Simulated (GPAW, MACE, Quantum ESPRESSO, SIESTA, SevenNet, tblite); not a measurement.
## Amorphous Si0.4Ge0.6 (101 atoms) in other programs, against a plane-wave reference

Aim: run amorphous Si0.4Ge0.6 (101 atoms) in several programs and set results and cost side by side. A plane-wave run serves as the reference.

Main program and level: Quantum ESPRESSO 7.5; Kohn-Sham DFT, PBE, SSSP efficiency 1.3.0 pseudopotentials, plane waves.

### Step 1. The structure

The cell holds 101 atoms: 40 Si and 61 Ge. Its edges and angles: a = 13.082 Å, b = 13.082 Å, c = 13.082 Å, α = 90.0°, β = 90.0°, γ = 90.0°. 101 atoms (40 Si, 61 Ge) placed at random at 4.12 g/cm³, melted at 3500 K for 10 ps at fixed volume with the Tersoff potential (Tersoff, Phys. Rev. B 39, 5566 (1989)). Quenched from 3500 K to 100 K at 500 K/ps and fixed volume, held 5 ps. Then every atom was moved at random, 0.05 Å r.m.s. a Cartesian component.

### Step 2. Plane-wave reference

The input, pw.in:

```
&control
  calculation = 'scf'
  pseudo_dir = './pseudo'
  outdir = './tmp'
  disk_io = 'none'
  tprnfor = .true.
  tstress = .true.
/
&system
  ibrav = 0
  nat = 101
  ntyp = 2
  ecutwfc = 45
  ecutrho = 360
  nosym = .true.
  occupations = 'smearing'
  smearing = 'fd'
  degauss = 0.003675
/
&electrons
  conv_thr = 5.1e-07
  electron_maxstep = 100
  mixing_beta = 0.2
  mixing_mode = 'local-TF'
  diagonalization = 'david'
/
ATOMIC_SPECIES
Si 28.085 Si.upf
Ge 72.630 Ge.upf
CELL_PARAMETERS angstrom
13.08230 0.00000 0.00000
0.00000 13.08230 0.00000
0.00000 0.00000 13.08230
ATOMIC_POSITIONS crystal
Si 0.54471 0.13184 0.48315
Si 0.66253 0.12454 0.21123
Si 0.59414 0.86613 0.89757
Si 0.98395 0.77044 0.51400
Si 0.28237 0.66948 0.40095
Si 0.92863 0.55451 0.13606
Si 0.66145 0.81812 0.57179
Si 0.16033 0.89816 0.73505
Si 0.81591 0.86971 0.48129
Si 0.58807 0.66132 0.49576
Si 0.36460 0.74988 0.09374
Si 0.97307 0.19679 0.04745
[... 85 atom lines left out ...]
Ge 0.22298 0.23803 0.22520
Ge 0.26766 0.87832 0.88317
Ge 0.44657 0.88802 0.29648
Ge 0.06384 0.62524 0.61521
K_POINTS gamma
```

Launch:

```sh
OMP_NUM_THREADS=1 mpirun -np 4 pw.x -in pw.in > output.txt
```

Output:

```text
Program PWSCF
     gamma-point specific algorithms are used
     one sub-group per band group will be used
     scalapack distributed-memory algorithm (size of sub-group:  2*  2 procs)
     Parallelization info
     sticks:   dense  smooth     PW     G-vecs:    dense   smooth      PW
     Min        4374    2184    545               435700   154068   19237
     Max        4378    2186    548               435702   154074   19244
     Sum       17505    8741   2185              1742805   616285   76957
     bravais-lattice index     =            0
     lattice parameter (alat)  =      24.7220  a.u.
     unit-cell volume          =   15109.4590 (a.u.)^3
     number of atoms/cell      =          101
     number of atomic types    =            2
     number of electrons       =      1014.00
[... lines left out ...]
     scf convergence threshold =      5.1E-07
[... lines left out ...]
     number of k points=     1  Fermi-Dirac smearing, width (Ry)=  0.0037
[... lines left out ...]
     total energy              =  -13487.07430830 Ry
[... lines left out ...]
     total energy              =  -13486.65435565 Ry
[... lines left out ...]
     total energy              =  -13486.80773280 Ry
[... lines left out ...]
     total energy              =  -13486.81233543 Ry
[... lines left out ...]
     total energy              =  -13486.81233613 Ry
[... lines left out ...]
          k = 0.0000 0.0000 0.0000 ( 38479 PWs)   bands (ev):
   -17.5421 -17.5268 -17.5227 -17.5126 -17.5031 -17.5013 -17.4970 -17.4942
   -17.4919 -17.4798 -17.4783 -17.4758 -17.4725 -17.4699 -17.4612 -17.4601
   -17.4579 -17.4571 -17.4529 -17.4461 -17.4438 -17.4428 -17.4366 -17.4342
[...]
10.9150  10.9437  10.9539  10.9830  11.0030  11.0638  11.0805  11.0955
    11.1396  11.1556  11.1740  11.2259  11.2589  11.2778  11.3224  11.3409
     the Fermi energy is     7.2938 ev
!    total energy              =  -13486.81233750 Ry
     estimated scf accuracy    <       0.00000014 Ry
     smearing contrib. (-TS)   =      -0.02439799 Ry
     internal energy E=F+TS    =  -13486.78793950 Ry
     The total energy is F=E-TS. E is the sum of the following terms:
     one-electron contribution =  -10300.51941426 Ry
     hartree contribution      =    5989.82808318 Ry
     xc contribution           =   -3799.28792422 Ry
     ewald contribution        =   -5376.80868421 Ry
     convergence has been achieved in  12 iterations
     Forces acting on atoms (cartesian axes, Ry/au):
     atom    1 type  1   force =     0.03326125   -0.00457308    0.01198718
     atom    2 type  1   force =     0.00403097   -0.01108168   -0.03135710
     atom    3 type  1   force =     0.00509171   -0.01119692   -0.02652731
[...]
atom  100 type  2   force =    -0.03928900    0.02905156    0.00016209
     atom  101 type  2   force =    -0.02093145   -0.01700809    0.00443171
     Total force =     0.361499     Total SCF correction =     0.001325
     Computing stress (Cartesian axis) and pressure
          total   stress  (Ry/bohr**3)                   (kbar)     P=        2.89
   0.00003000  -0.00006745   0.00001651            4.41       -9.92        2.43
  -0.00006745  -0.00001749   0.00001775           -9.92       -2.57        2.61
   0.00001651   0.00001775   0.00004634            2.43        2.61        6.82
     Message from routine punch:
     Nothing written, as per user request (disk_io='none')
```

Wall time 9.9 min (4 MPI ranks of Arm Neoverse V1, shared host); peak memory 6.8 GiB.

Banners, paths, timers and routine set-up lines are dropped from the logs unmarked, and long logs keep their key lines alone; longer cuts are marked.

Numbers from this run:

```
r.m.s. force component : 0.534 eV/Å
longest force          : 2.645 eV/Å
pressure               : 0.2887 GPa
```

### Step 3. Local order

Density 4.12 g/cm³, 22.17 Å³ an atom.

Pair distribution functions g(r), in bins of 0.1 Å:

| r (Å) | total | Ge-Ge | Ge-Si | Si-Si |
| --- | --- | --- | --- | --- |
| 2.15 | 0.00 | 0.00 | 0.00 | 0.00 |
| 2.25 | 0.34 | 0.00 | 0.42 | 0.86 |
| 2.35 | 1.68 | 1.54 | 1.29 | 3.18 |
| 2.45 | 3.37 | 2.55 | 3.52 | 4.83 |
| 2.55 | 4.02 | 4.56 | 3.58 | 4.11 |
| 2.65 | 1.84 | 2.19 | 1.97 | 0.63 |
| 2.75 | 0.69 | 1.01 | 0.58 | 0.29 |
| 2.85 | 0.17 | 0.00 | 0.36 | 0.00 |
| 2.95 | 0.04 | 0.11 | 0.00 | 0.00 |
| 3.05 | 0.26 | 0.30 | 0.31 | 0.00 |
| 3.15 | 0.35 | 0.49 | 0.37 | 0.00 |
| 3.25 | 0.57 | 0.55 | 0.62 | 0.43 |
| 3.35 | 0.87 | 0.94 | 0.84 | 0.79 |
| 3.45 | 0.59 | 0.40 | 0.80 | 0.37 |
| 3.55 | 0.80 | 1.06 | 0.64 | 0.70 |
| 3.65 | 0.92 | 0.71 | 0.98 | 1.17 |
| 3.75 | 1.19 | 1.49 | 1.09 | 0.80 |
| 3.85 | 1.65 | 1.81 | 1.62 | 1.35 |
| 3.95 | 1.33 | 0.87 | 1.78 | 1.00 |
| 4.05 | 1.57 | 1.52 | 1.51 | 1.89 |
| 4.15 | 1.64 | 1.44 | 1.69 | 1.93 |
| 4.25 | 1.24 | 1.01 | 1.34 | 1.48 |
| 4.35 | 1.24 | 1.21 | 1.23 | 1.30 |
| 4.45 | 1.18 | 1.55 | 1.11 | 0.56 |
| 4.55 | 0.93 | 0.51 | 1.02 | 1.61 |
| 4.65 | 1.05 | 1.33 | 0.88 | 0.93 |
| 4.75 | 0.68 | 0.64 | 0.65 | 0.89 |
| 4.85 | 0.74 | 0.82 | 0.62 | 0.95 |
| 4.95 | 0.80 | 0.94 | 0.71 | 0.73 |
| 5.05 | 0.61 | 0.75 | 0.51 | 0.61 |
| 5.15 | 0.87 | 0.76 | 0.94 | 0.93 |
| 5.25 | 0.80 | 0.83 | 0.79 | 0.72 |
| 5.35 | 0.78 | 0.60 | 0.87 | 0.93 |
| 5.45 | 1.04 | 1.13 | 0.98 | 0.97 |
| 5.55 | 0.96 | 1.12 | 0.97 | 0.58 |
| 5.65 | 0.91 | 0.87 | 0.98 | 0.77 |
| 5.75 | 1.08 | 0.78 | 1.26 | 1.21 |
| 5.85 | 1.14 | 0.87 | 1.41 | 0.98 |
| 5.95 | 1.08 | 0.98 | 1.05 | 1.39 |
| 6.05 | 1.26 | 1.10 | 1.44 | 1.09 |
| 6.15 | 1.16 | 1.11 | 1.14 | 1.36 |
| 6.25 | 0.89 | 0.91 | 0.90 | 0.85 |
| 6.35 | 1.08 | 1.28 | 0.82 | 1.44 |
| 6.45 | 0.93 | 0.99 | 0.98 | 0.59 |

Bonds by pair of elements; cutoffs follow the first minimum of g(r), held within bounds set by covalent radii, and pairs that aren't listed don't count as bonded (cutoffs were set anew for this text, so counts can differ from the run's own analysis):

| pair A-B | cutoff (Å) | bonds | mean length (Å) | spread (Å) | shortest (Å) | B about A | A about B |
| --- | --- | --- | --- | --- | --- | --- | --- |
| Ge-Ge | 2.93 | 80 | 2.55 | 0.108 | 2.34 | 2.62 | 2.62 |
| Ge-Si | 2.98 | 103 | 2.54 | 0.124 | 2.26 | 1.69 | 2.58 |
| Si-Si | 2.98 | 38 | 2.47 | 0.107 | 2.28 | 1.9 | 1.9 |

How many atoms have how many bonded neighbours:

| element | mean | 4 | 5 |
| --- | --- | --- | --- |
| Ge | 4.31 | 42 | 19 |
| Si | 4.47 | 21 | 19 |

Rings of the network by King's shortest-path rule, up to 12 atoms, one path for each pair of neighbours; H, halogens, alkali and alkaline-earth atoms are left out, and the last column divides by all other atoms, bonded or not:

| ring size (atoms) | rings | per network atom |
| --- | --- | --- |
| 3 | 4 | 0.04 |
| 4 | 24 | 0.238 |
| 5 | 83 | 0.822 |
| 6 | 97 | 0.96 |
| 7 | 51 | 0.505 |
| 8 | 8 | 0.079 |

### Step 4. What was run beside it

The programs:
- GPAW 26.7.0: PAW with atomic orbitals (LCAO), plane waves or a real-space grid of spacing h.
- MACE: machine-learned potential, published weights.
- SIESTA 5.4.2: numerical atomic orbitals, whose automatically made sets are far from complete, with PseudoDojo norm-conserving potentials that we converted to its format (checked against plane waves on the same files for H, C, O, Si, Ge and Ca alone); labels give functional, basis size, energy shift and mesh cutoff.
- SevenNet: machine-learned potential, published weights.
- tblite 0.8.0: extended tight binding, driven from Python.

All use the same cell and atoms; the electronic-structure runs use the same k-mesh, and an electronic temperature of 580 K (0.05 eV) where levels are smeared.

Differences are against the plane-wave reference, forces as r.m.s. over components; share is that over the reference's r.m.s. force, slope the least-squares factor from reference forces to these. Total energies of different programs have different zeros and aren't compared.

| run | Δ force, r.m.s. (meV/Å) | share (%) | slope | Δ pressure (GPa) | cores | CPU time | memory (GiB) |
| --- | --- | --- | --- | --- | --- | --- | --- |
| reference | - | - | - | - | 4 | 40 min | 6.8 |
| GPAW PBE, LCAO dzp, h 0.2 Å | 65.0 | 12.2 | 1.093 | - | 1 | 8 min | 2.0 |
| GPAW PBE, LCAO sz(dzp), h 0.2 Å (coarse) | 325 | 60.9 | 1.283 | - | 1 | 1.9 min | 1.5 |
| GPAW PBE, LCAO szp(dzp), h 0.2 Å (coarse) | 156 | 29.2 | 1.204 | - | 1 | 5.9 min | 2.0 |
| GPAW PBE, plane waves 450 eV | 22.7 | 4.26 | 1.030 | 0.369 | 4 | 30 min | 3.3 |
| MACE MP-0b2 small potential | 220 | 41.3 | 0.737 | -0.992 | 1 | 7 s | 0.67 |
| MACE MP-0b3 medium potential | 204 | 38.2 | 0.777 | -1.24 | 1 | 8.6 s | 0.93 |
| SIESTA BLYP, PBE potentials, DZP, shift 0.01 Ry, mesh 300 Ry | 142 | 26.6 | 1.103 | 5.38 | 2 | 11 min | 2.4 |
| SIESTA PBE, DZP, shift 0.01 Ry, mesh 300 Ry | 139 | 26.1 | 1.129 | 1.45 | 2 | 12 min | 2.4 |
| SIESTA PBE, SZ, shift 0.01 Ry, mesh 300 Ry (coarse) | 411 | 76.9 | 1.442 | 8.63 | 1 | 2.6 min | 1.0 |
| SIESTA PBE, SZP, shift 0.01 Ry, mesh 300 Ry (coarse) | 263 | 49.3 | 1.334 | 3.65 | 1 | 7.9 min | 1.9 |
| SIESTA PBE, TZP, shift 0.01 Ry, mesh 300 Ry | 127 | 23.8 | 1.119 | 1.15 | 2 | 17 min | 2.8 |
| SevenNet l3i5 potential | 190 | 35.5 | 0.814 | -0.126 | 1 | 10 s | 1.2 |
| tblite GFN1-xTB | 235 | 44.0 | 0.839 | 1.92 | 1 | 16 s | 0.2 |

Rows marked coarse were listed beforehand as settings not expected to be converged; some can still land near the reference.

Times of the machine-learned potentials are mostly Python's start and the loading of weights.

CPU time is summed over cores on a shared host, where runs went side by side, so it is rough. Symmetry, cutoffs, thresholds, outputs and thread counts weren't matched or tuned between programs; memory under MPI is the largest rank's times the ranks.

Mean charges by element (e), by run and scheme:

| run | scheme | Si | Ge |
| --- | --- | --- | --- |
| SIESTA BLYP, PBE potentials, DZP, shift 0.01 Ry, mesh 300 Ry | Hirshfeld | -0.03 | +0.02 |
| SIESTA PBE, DZP, shift 0.01 Ry, mesh 300 Ry | Hirshfeld | -0.03 | +0.02 |
| SIESTA PBE, TZP, shift 0.01 Ry, mesh 300 Ry | Hirshfeld | -0.03 | +0.02 |
| tblite GFN1-xTB | Mulliken | +0.08 | -0.05 |

### Step 5. Summary of results

```
reference r.m.s. force component                       : 0.534 eV/Å
nearest in forces                                      : GPAW PBE, plane waves 450 eV, 4.3 %
farthest in forces                                     : SIESTA PBE, SZ, shift 0.01 Ry, mesh 300 Ry (coarse), 77 %
cheapest electronic-structure run beside the reference : tblite GFN1-xTB, 16 s of CPU time
```

PBE on plane waves or a grid with other potentials, cutoffs or grids, coarse settings apart, differs from the reference by 4.3 % (GPAW PBE, plane waves 450 eV) of the r.m.s. force; this holds the reference's own error, so differences of a few per cent don't tell which side is nearer the exact PBE result. The PBE runs in local orbitals, coarse settings apart, differ by 12 % (GPAW PBE, LCAO dzp, h 0.2 Å) to 26 % (SIESTA PBE, DZP, shift 0.01 Ry, mesh 300 Ry); basis, grid and potentials can all enter. Tight binding differs by 44 % (tblite GFN1-xTB); it is another model, with fitted parameters of its own, and the xTB methods hold dispersion. Machine-learned potentials differ by 36 % (SevenNet l3i5 potential) to 41 % (MACE MP-0b2 small potential); they were trained on other programs' data. The reference samples few k-points for this cell, and its sampling error, which other DFT runs on the same mesh share, can be part of so large a difference. Among those trained on PBE data the slope goes as low as 0.74, which softening far from their training structures can give, though the reference's k-sampling is untested too. Rows with another functional or a dispersion term differ by 27 % (SIESTA BLYP, PBE potentials, DZP, shift 0.01 Ry, mesh 300 Ry), which mixes the change of model with differences of basis and potentials, some of them made for another functional. Runs with settings chosen to be coarse differ by 29 % (GPAW PBE, LCAO szp(dzp), h 0.2 Å) to 77 % (SIESTA PBE, SZ, shift 0.01 Ry, mesh 300 Ry), their programs' other errors included. Of the electronic-structure runs that take under half the reference's CPU time, GPAW PBE, LCAO dzp, h 0.2 Å comes nearest, at 12 % in 8 min against 40 min. SIESTA PBE, SZP, shift 0.01 Ry, mesh 300 Ry stiffens the forces by a factor of 1.33 while following their directions (correlation 0.965); the slopes of the 5 SIESTA runs lie between 1.10 and 1.44. In pressure, SIESTA PBE, SZ, shift 0.01 Ry, mesh 300 Ry misses by +8.6 GPa, at the same functional. Charges hang on model, scheme and program or settings: among these rows the mean for Si runs from -0.03 to +0.08 e. In the reference: levels near the Fermi energy are neither full nor empty under the smearing, so no gap is quoted. In the reference: for some of the pairs, g(r) has its first main peak near 2.5 Å (Ge-Ge), 2.5 Å (Ge-Si) and 2.5 Å (Si-Si). Periodic xTB results under one method name differ between programs and library versions. The potentials hold different valence shells: 1014 electrons in the reference, 404 in GPAW; this bears on time and differences. GPAW's setups keep the filled d shell of Ge in the core. The reference's pressure holds the uncorrected Pulay stress of its 45 Ry basis, so small pressure differences, and their order, may be the reference's own error. Machine-learned potentials mimic data converged in k, so the reference's own k-point error enters their differences. The quench rate of 500 K/ps is many orders above laboratory rates, so the cell is likely richer in defects and strain than a real sample. The network of bonds at the start is that of the classical potential that made the cell, and needn't be the one that DFT or experiment would give. The electronic-structure runs sample only Γ, in a cell whose shortest periodic width is 13 Å, which is coarse for a cell with partly filled levels.

[Also dropped from logs without a mark: logging warnings of Python, and SIESTA's first energy breakdown and zero terms.]

[Logs are printed without paths, hosts, clocks, repeated set-up lines and the standing remarks that a program may print on its own settings, such as how far it seeks lower states.]

[Hosts, paths, dates, database ids (printed as entryN), source tags and the programs' standing remarks are cut or masked in the printed files.]
